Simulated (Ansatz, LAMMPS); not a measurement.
## Glassy NaFeSi2O6 (120 atoms): geometry optimisation

How does glassy NaFeSi2O6 (120 atoms) relax, and what do bonds, charges and levels look like afterwards?

Program: Ansatz 0.2.0. Level of theory: Kohn-Sham DFT, LDA, PAW (set soft_2), plane waves. Results are calculated unless marked as measured.

Measured values to set the calculation against. Gaussian fit of the first maximum of the total correlation function from room-temperature neutron diffraction (“Nature and distribution of iron sites in a sodium silicate glass   investigated by neutron diffraction and EPSR simulation”, 2008, arxiv:0805.1850): nearest Si–O distance 1.63 Å; number of O about Si 3.9; nearest Fe–O distance 1.89 Å (by neutron diffraction, T(r) peak position); nearest O–O distance 2.66 Å (by neutron diffraction, T(r) peak position); number of O about Fe 4.3 (by neutron diffraction with Fe isotope substitution, Gaussian fit).

Report form: the programs' logs are mostly left out.

## (1) The structure

The cell holds 120 atoms: 12 Fe, 12 Na, 72 O and 24 Si. Cell: a = 11.856 Å, b = 11.856 Å, c = 11.856 Å, α = 90.0°, β = 90.0°, γ = 90.0°. 120 atoms (12 Fe, 12 Na, 72 O, 24 Si) placed at random at 2.76 g/cm³, melted at 4500 K for 20 ps at fixed volume with the Morse and Coulomb pair potential with partial charges (Pedone, Malavasi, Menziani, Cormack and Segre, J. Phys. Chem. B 110, 11780 (2006)). Quenched from 4500 K to 300 K at 10 K/ps and fixed volume, held 5 ps.

Limits known from the start: The quench rate of 10 K/ps far exceeds what a furnace or splat quench reaches, so expect more defects and frozen-in strain than in a real sample. The network of bonds at the start is that of the classical potential that made the cell. Without a Hubbard term or exact exchange, open shells on Fe are likely too delocalised. Sampling is at Γ alone, for a cell whose shortest periodic width is 12 Å.

## (2) Making the structure

A classical potential supplies the starting structure, since it reaches far longer times than DFT.

This step: classical MD, Morse and Coulomb pair potential with partial charges (Pedone, Malavasi, Menziani, Cormack and Segre, J. Phys. Chem. B 110, 11780 (2006)) (LAMMPS 22 Jul 2025 - Update 4).

File in.lmp:

```
# melt-quench of Fe12Na12O72Si24
units metal
atom_style charge
boundary p p p
region box block 0 11.8563 0 11.8563 0 11.8563
create_box 4 box
mass 1 55.8450   # Fe
mass 2 22.9898   # Na
mass 3 15.9990   # O
mass 4 28.0850   # Si
create_atoms 1 random 12 40881 NULL overlap 1.5 maxtry 2000
create_atoms 2 random 12 40888 NULL overlap 1.5 maxtry 2000
create_atoms 3 random 72 40895 NULL overlap 1.5 maxtry 2000
create_atoms 4 random 24 40902 NULL overlap 1.5 maxtry 2000
pair_style hybrid/overlay pedone 5.5 coul/long 8.0
pair_coeff * * coul/long
pair_coeff 1 3 pedone 0.418981 1.620376 2.382183 2   # Fe-O
pair_coeff 2 3 pedone 0.023363 1.763867 3.006315 5   # Na-O
pair_coeff 3 3 pedone 0.042395 1.379316 3.618701 22   # O-O
pair_coeff 3 4 pedone 0.340554 2.006700 2.100000 1   # Si-O
set type 1 charge 1.8
set type 2 charge 0.6
set type 3 charge -1.2
set type 4 charge 2.4
kspace_style pppm 1.0e-4
neigh_modify delay 0 every 1 check yes
thermo_style custom step time temp pe press density
thermo_modify norm yes
timestep 0.002
thermo 100
min_style cg
minimize 1e-4 1e-4 200 2000
reset_timestep 0
velocity all create 4500 40882 mom yes dist gaussian
# [... 11 lines left out ...]
fix md all nvt temp 4500 300 0.2
run 210000 post no
unfix md
thermo 1250
fix md all nvt temp 300 300 0.2
run 2500 post no
unfix md
write_dump all custom glass.dump id type xs ys zs modify sort id
```

On the command line:

```bash
$ lmp -in in.lmp -log none -nocite
```

Run time: 81 s. Hardware: 1 thread of Intel Xeon 6975P-C (Granite Rapids), shared host; peak memory 0.069 GiB.

## (3) Single point at the start

The forces at the start show how far the geometry lies from a minimum of this functional.

File input.yaml:

```yaml
crystal:
  lattice:
    - [11.8563, 0.0, 0.0]
    - [0.0, 11.8563, 0.0]
    - [0.0, 0.0, 11.8563]
  atoms:
    - { symbol: Fe, position: [0.02797, 0.99326, 0.50523], spin: 5.0 }
    - { symbol: Fe, position: [0.81888, 0.053, 0.62552], spin: 5.0 }
    - { symbol: Fe, position: [0.14316, 0.41682, 0.51054], spin: -5.0 }
    - { symbol: Fe, position: [0.39919, 0.71041, 0.78019], spin: 5.0 }
    - { symbol: Fe, position: [0.86641, 0.51702, 0.84086], spin: 5.0 }
    - { symbol: Fe, position: [0.42574, 0.67401, 0.48207], spin: -5.0 }
    - { symbol: Fe, position: [0.18569, 0.1785, 0.56034], spin: -5.0 }
    - { symbol: Fe, position: [0.05605, 0.26552, 0.23933], spin: -5.0 }
    - { symbol: Fe, position: [0.94401, 0.72585, 0.02462], spin: -5.0 }
    - { symbol: Fe, position: [0.98919, 0.52923, 0.23948], spin: 5.0 }
    - { symbol: Fe, position: [0.15689, 0.62831, 0.4152], spin: 5.0 }
    - { symbol: Fe, position: [0.19536, 0.65652, 0.11388], spin: -5.0 }
    - { symbol: Na, position: [0.66888, 0.73313, 0.90838] }
    - { symbol: Na, position: [0.18865, 0.54855, 0.83159] }
    - { symbol: Na, position: [0.06469, 0.33521, 0.77787] }
    - { symbol: Na, position: [0.80322, 0.24059, 0.92652] }
    - { symbol: Na, position: [0.21982, 0.97602, 0.30709] }
    - { symbol: Na, position: [0.76041, 0.33856, 0.26063] }
    - { symbol: Na, position: [0.34044, 0.35878, 0.05799] }
    - { symbol: Na, position: [0.6365, 0.70379, 0.34936] }
    - { symbol: Na, position: [0.87516, 0.02316, 0.11838] }
    - { symbol: Na, position: [0.55534, 0.48188, 0.79385] }
    - { symbol: Na, position: [0.77523, 0.04827, 0.3474] }
    - { symbol: Na, position: [0.59675, 0.1654, 0.08633] }
    - { symbol: O, position: [0.83222, 0.38322, 0.76556] }
    - { symbol: O, position: [0.20515, 0.09865, 0.03363] }
    - { symbol: O, position: [0.45514, 0.61453, 0.33341] }
    - { symbol: O, position: [0.63236, 0.58545, 0.0645] }
    - { symbol: O, position: [0.76578, 0.41606, 0.01233] }
    - { symbol: O, position: [0.93712, 0.28433, 0.34712] }
    - { symbol: O, position: [0.56608, 0.78114, 0.72332] }
    - { symbol: O, position: [0.88284, 0.91769, 0.54921] }
    - { symbol: O, position: [0.09677, 0.92018, 0.81212] }
    - { symbol: O, position: [0.96964, 0.56885, 0.73644] }
    - { symbol: O, position: [0.89347, 0.12468, 0.48725] }
    - { symbol: O, position: [0.90648, 0.80532, 0.1781] }
    - { symbol: O, position: [0.66566, 0.98037, 0.61297] }
    - { symbol: O, position: [0.04585, 0.40272, 0.15267] }
    - { symbol: O, position: [0.67783, 0.9397, 0.81942] }
    - { symbol: O, position: [0.99219, 0.90388, 0.34745] }
    - { symbol: O, position: [0.25661, 0.30637, 0.44982] }
    - { symbol: O, position: [0.02366, 0.68405, 0.33109] }
    - { symbol: O, position: [0.48543, 0.19707, 0.69372] }
    - { symbol: O, position: [0.41476, 0.19499, 0.05503] }
    - { symbol: O, position: [0.10661, 0.5784, 0.55759] }
    - { symbol: O, position: [0.99244, 0.46241, 0.9373] }
    - { symbol: O, position: [0.41946, 0.21178, 0.33348] }
    - { symbol: O, position: [0.04323, 0.12356, 0.8892] }
    - { symbol: O, position: [0.12677, 0.30408, 0.99036] }
    - { symbol: O, position: [0.27927, 0.79672, 0.84999] }
    - { symbol: O, position: [0.52133, 0.81753, 0.44581] }
    - { symbol: O, position: [0.15072, 0.89487, 0.56223] }
    - { symbol: O, position: [0.21301, 0.26575, 0.25081] }
    - { symbol: O, position: [0.53865, 0.04411, 0.38494] }
    - { symbol: O, position: [0.34739, 0.94244, 0.47165] }
    - { symbol: O, position: [0.04352, 0.62578, 0.11963] }
    - { symbol: O, position: [0.47761, 0.9837, 0.72153] }
    - { symbol: O, position: [0.0921, 0.74646, 0.9497] }
    - { symbol: O, position: [0.76584, 0.05789, 0.97247] }
    - { symbol: O, position: [0.11658, 0.71773, 0.72991] }
    - { symbol: O, position: [0.2463, 0.59154, 0.26345] }
    - { symbol: O, position: [0.82887, 0.32326, 0.54407] }
    - { symbol: O, position: [0.28744, 0.78809, 0.13122] }
    - { symbol: O, position: [0.50108, 0.76758, 0.09882] }
    - { symbol: O, position: [0.82481, 0.53936, 0.18262] }
    - { symbol: O, position: [0.12983, 0.10169, 0.43869] }
    - { symbol: O, position: [0.25527, 0.75308, 0.43512] }
    - { symbol: O, position: [0.54396, 0.61738, 0.58879] }
    - { symbol: O, position: [0.78581, 0.18191, 0.69728] }
    - { symbol: O, position: [0.39296, 0.96702, 0.0621] }
    - { symbol: O, position: [0.4168, 0.57261, 0.12885] }
    - { symbol: O, position: [0.0754, 0.47028, 0.36481] }
    - { symbol: O, position: [0.36433, 0.41503, 0.27893] }
    - { symbol: O, position: [0.94698, 0.72111, 0.58816] }
    - { symbol: O, position: [0.83785, 0.76822, 0.39844] }
    - { symbol: O, position: [0.85523, 0.8605, 0.94166] }
    - { symbol: O, position: [0.04831, 0.08695, 0.66102] }
    - { symbol: O, position: [0.34499, 0.76766, 0.61773] }
    [... 36 atom lines left out ...]
    - { symbol: Si, position: [0.40171, 0.85743, 0.14249] }
    - { symbol: Si, position: [0.92891, 0.26191, 0.47638] }
    - { symbol: Si, position: [0.03084, 0.03405, 0.7821] }
    - { symbol: Si, position: [0.31542, 0.29404, 0.32827] }
    - { symbol: Si, position: [0.37795, 0.54268, 0.25524] }
    - { symbol: Si, position: [0.52782, 0.29452, 0.61053] }
magnetization:
  spin_polarized: true
kpoints:
  mp_grid: { grid: [1, 1, 1] }
hamiltonian:
  xc: lda
scf:
  occupations: { method: gaussian, width: 0.05 }
  lower_state_search: "off"
output:
  forces: true
```

On the command line:

```bash
$ ansatz run input.yaml --threads 4 --pin off --max-ram 8192MiB --backend cpu --events-out ev --progress --plain --runs-dir out
```

Wall time 73 s (4 threads of Intel Xeon 6975P-C (Granite Rapids), shared host); peak memory 4.3 GiB; 4.8 min of CPU time.

The run gave:

```
free energy            : -125296.4951 eV
free energy per atom   : -1044.1375 eV/atom
SCF cycles             : 37
r.m.s. force component : 1.192 eV/Å
longest force          : 4.907 eV/Å
Fermi energy           : 4.375 eV
absolute moment        : 54.57 μB
```

The r.m.s. force component of 1.2 eV/Å sets the starting point.

Length of the force by element:

```
element  coordination  atoms  mean length of the force (eV/Å)  spread   least  most
     Fe           all     12                             1.29   0.398   0.487  1.89
     Na           all     12                            0.509   0.258  0.0685  1.02
      O           all     72                             1.78    1.05   0.331  4.78
     Si           all     24                             2.49    1.11    1.08  4.91
```

## (4) Relaxation

With the cell held, the atoms are moved downhill towards a nearby minimum.

input.yaml: that of step 3 with these lines changed.

```diff
@@ -18 +18,4 @@
   forces: true
+relax:
+  f_tol: 0.05
+  max_steps: 63
```

The job ended after 8.1 min (4 threads; peak memory 4.3 GiB; 32 min of CPU time).

The steps of the relaxation:

```
step  energy less that of the first step (eV)  largest force component (eV/Å)
   1                                   0.0000                          4.6171
   2                                  -4.6634                          2.9269
   3                                  -7.9622                          1.0030
   4                                  -8.7257                          0.6203
   5                                  -9.1804                          0.5017
   6                                  -9.4368                          0.4463
   7                                  -9.7120                          0.3329
   8                                  -9.8526                          0.4945
   9                                  -9.9776                          0.4569
  10                                 -10.0418                          0.2799
  11                                 -10.0791                          0.1754
  12                                 -10.0333                          0.5481
  13                                 -10.1434                          0.1154
  14                                 -10.1548                          0.1124
  15                                 -10.1384                          0.1390
  16                                 -10.1555                          0.1277
  17                                 -10.1681                          0.0496
  18                                 -10.1681                          0.0495
```

Relaxation steps 12, 15 were tried and not accepted.

The atoms that moved most (Å):

```
 atom      dx      dy      dz  length
 Na23  -0.757  -0.330   1.151   1.417
 Na18  -0.090  -0.159   0.928   0.946
 Na15  -0.289   0.281  -0.491   0.635
  O94  -0.255   0.258  -0.503   0.620
  O85  -0.447   0.173  -0.324   0.579
  O51  -0.332  -0.213  -0.421   0.577
  O40   0.541   0.099   0.138   0.567
Si110  -0.391  -0.194  -0.352   0.561
```

The relaxation changed the energy by -84.7 meV/atom, and atoms moved by 0.35 Å r.m.s., 1.4 Å at most.

## (5) Structure statistics after relaxation

Bonds before and after, by the cutoffs listed below:

```
pair  bonds before  bonds after  mean before (Å)  mean after (Å)  spread before (Å)  spread after (Å)
O-Si            96           96            1.613           1.630              0.052             0.024
O-Fe            63           63            2.051           2.003              0.163             0.187
O-Na            59           61            2.597           2.513              0.235             0.203
```

Density 2.76 g/cm³, 13.89 Å³ an atom.

Pair distribution functions g(r), in bins of 0.2 Å:

```
r (Å)  total   O-O   O-Si  O-Fe  O-Na  Si-Si  Si-Fe
 1.50   0.41  0.00   1.70  0.00  0.00   0.00   0.00
 1.70   3.03  0.00  12.15  0.97  0.00   0.00   0.00
 1.90   0.89  0.00   0.00  7.43  0.00   0.00   0.00
 2.10   0.38  0.00   0.00  2.86  0.32   0.00   0.00
 2.30   0.38  0.00   0.00  0.57  2.60   0.00   0.00
 2.50   0.84  1.30   0.00  0.49  2.48   0.00   0.00
 2.70   2.09  5.14   0.00  0.10  1.60   0.00   0.92
 2.90   0.70  1.06   0.13  0.18  0.54   1.34   0.55
 3.10   0.90  0.83   0.23  0.33  0.23   4.53   2.56
 3.30   0.87  0.56   0.64  0.28  0.57   0.66   5.51
 3.50   0.93  0.63   1.21  1.01  1.12   0.00   1.34
 3.70   0.83  0.60   1.04  1.28  0.79   0.00   0.51
 3.90   1.07  0.77   1.64  1.57  0.55   0.44   0.61
 4.10   1.12  0.66   2.04  1.69  0.77   0.27   0.27
 4.30   1.12  0.82   1.69  1.50  1.03   0.74   0.38
 4.50   1.10  1.01   0.82  1.78  1.67   1.01   0.92
 4.70   0.95  1.09   0.45  1.04  1.50   1.78   0.73
 4.90   1.09  1.39   0.88  0.90  0.96   1.62   1.33
 5.10   1.10  1.50   0.87  0.56  0.91   1.70   1.06
 5.30   0.97  1.23   0.81  0.47  0.93   0.99   1.24
 5.50   0.92  1.00   0.88  0.89  0.79   1.08   0.76
 5.70   0.93  0.93   0.95  0.66  1.08   0.85   1.20
```

Bonds by pair of elements; cutoffs follow the first minimum of g(r), held within bounds set by covalent radii, and pairs that aren't listed don't count as bonded:

```
pair A-B  cutoff (Å)  bonds  mean length (Å)  spread (Å)  shortest (Å)  B about A  A about B
    O-Si        2.08     96             1.63       0.024          1.57       1.33          4
    O-Fe        2.63     63             2.00       0.187          1.76      0.875       5.25
    O-Na        3.08     61             2.51       0.203          2.19      0.847       5.08
```

How many atoms have how many bonded neighbours:

```
element  mean   2   3   4  5  6  7  8
     Fe  5.25   0   0   2  5  5  0  0
     Na  5.08   0   2   1  6  1  1  1
      O  3.06  15  39  17  1  0  0  0
     Si     4   0   0  24  0  0  0  0
```

Bond angles, per cent of each kind in bins of 5°:

```
angle (°)  O-Si-O  O-Fe-O  O-Na-O  Na-O-Si  Fe-O-Si
    50–55     0.0     0.0     0.7      0.0      0.0
    55–60     0.0     0.0     7.3      0.0      0.0
    60–65     0.0     0.0    11.0      0.0      0.0
    65–70     0.0     2.9     8.8      0.0      0.0
    70–75     0.0     4.4     5.9      1.3      0.0
    75–80     0.0     5.8     2.2      4.0      0.0
    80–85     0.0     7.3     4.4      5.3      1.8
    85–90     0.0    12.4     1.5     13.3      1.8
    90–95     0.0    13.9     2.9     16.0      5.3
   95–100     2.8    11.7     6.6      9.3      5.3
  100–105    11.8     9.5     2.2      9.3      1.8
  105–110    43.8     5.1     2.9      4.0      0.0
  110–115    28.5     2.9     7.3      6.7      1.8
  115–120    13.2     1.5     5.1      5.3     12.3
  120–125     0.0     3.6     5.1      8.0     10.5
  125–130     0.0     0.7     6.6      5.3     14.0
  130–135     0.0     0.7     8.1      4.0      7.0
  135–140     0.0     1.5     1.5      1.3     10.5
  140–145     0.0     0.7     0.7      2.7     12.3
  145–150     0.0     1.5     1.5      1.3      3.5
  150–155     0.0     2.2     4.4      0.0      7.0
  155–160     0.0     2.2     0.7      1.3      0.0
  160–165     0.0     2.2     0.0      1.3      1.8
  165–170     0.0     3.6     0.0      0.0      3.5
  170–175     0.0     2.9     2.2      0.0      0.0
  175–180     0.0     0.7     0.0      0.0      0.0
```

Bond angles (no mean is given where the spread exceeds 20°):

```
  angle  count  mean (°)  spread (°)
 O-Si-O    144       109         4.7
 O-Fe-O    137         -           -
 O-Na-O    136         -           -
Na-O-Si     75       106        19.6
Fe-O-Si     57       128        19.2
```

Oxygen atoms by the number of network formers (Si, P, Ge, B, Al, As, Ga) bound to them:

```
network formers bound to O  O atoms  per cent
                         0        3       4.2
                         1       42      58.3
                         2       27      37.5
```

Network units: each former by its oxygen neighbours and how many of them bridge to another former:

```
former  O neighbours  bridging O  atoms
    Si             4           1      6
    Si             4           2      7
    Si             4           3     10
    Si             4           4      1
```

Bond length by coordination (bonds to H left out):

```
element  coordination  atoms  mean bond length (Å)
     Fe             4      2                  1.90
     Fe             5      5                     2
     Fe             6      5                  2.03
     Na             3      2                  2.37
     Na             4      1                  2.38
     Na             5      6                  2.52
     Na             6      1                  2.54
     Na             7      1                  2.53
     Na             8      1                  2.64
      O             2     15                  1.65
      O             3     39                  1.95
      O             4     17                  2.15
      O             5      1                  2.38
```

Rings of the network by King's shortest-path rule, up to 12 atoms, one path for each pair of neighbours; H, halogens, alkali and alkaline-earth atoms are left out, and the last column divides by all other atoms, bonded or not:

```
ring size (atoms)  rings  per network atom
                4     14              0.13
                6     25             0.231
                8     39             0.361
               10     36             0.333
               12     25             0.231
```

First main peaks of g(r), for some of the pairs, lie near 2.7 Å (O-O), 1.6 Å (O-Si), 1.9 Å (O-Fe), 2.4 Å (O-Na), 3.1 Å (Si-Si) and 3.3 Å (Si-Fe). With the cutoffs above, 42 % of Fe atoms have 5 and as many 6, 50 % of Na atoms have 5, 54 % of O atoms have 3 and all Si atoms have 4 bonded neighbours. The O-Si-O angle averages 109° with a spread of 5°. Counting bonds to Si alone, not to Fe, 38 % of the oxygens join two of these atoms and 58 % one; 4 % join none. The commonest Si unit has 4 oxygens, 3 of them shared with other formers (10 of 24 atoms). Rings of 8 atoms are the most common (28 % of those counted); sizes run from 4 to 12, where the search stops.

[end of part 1 of 2]

[Logs are printed without paths, hosts, clocks, repeated set-up lines and the standing remarks that a program may print on its own settings, such as how far it seeks lower states.]

[Hosts, paths, dates, database ids (printed as entryN), source tags and the programs' standing remarks are cut or masked in the printed files.]
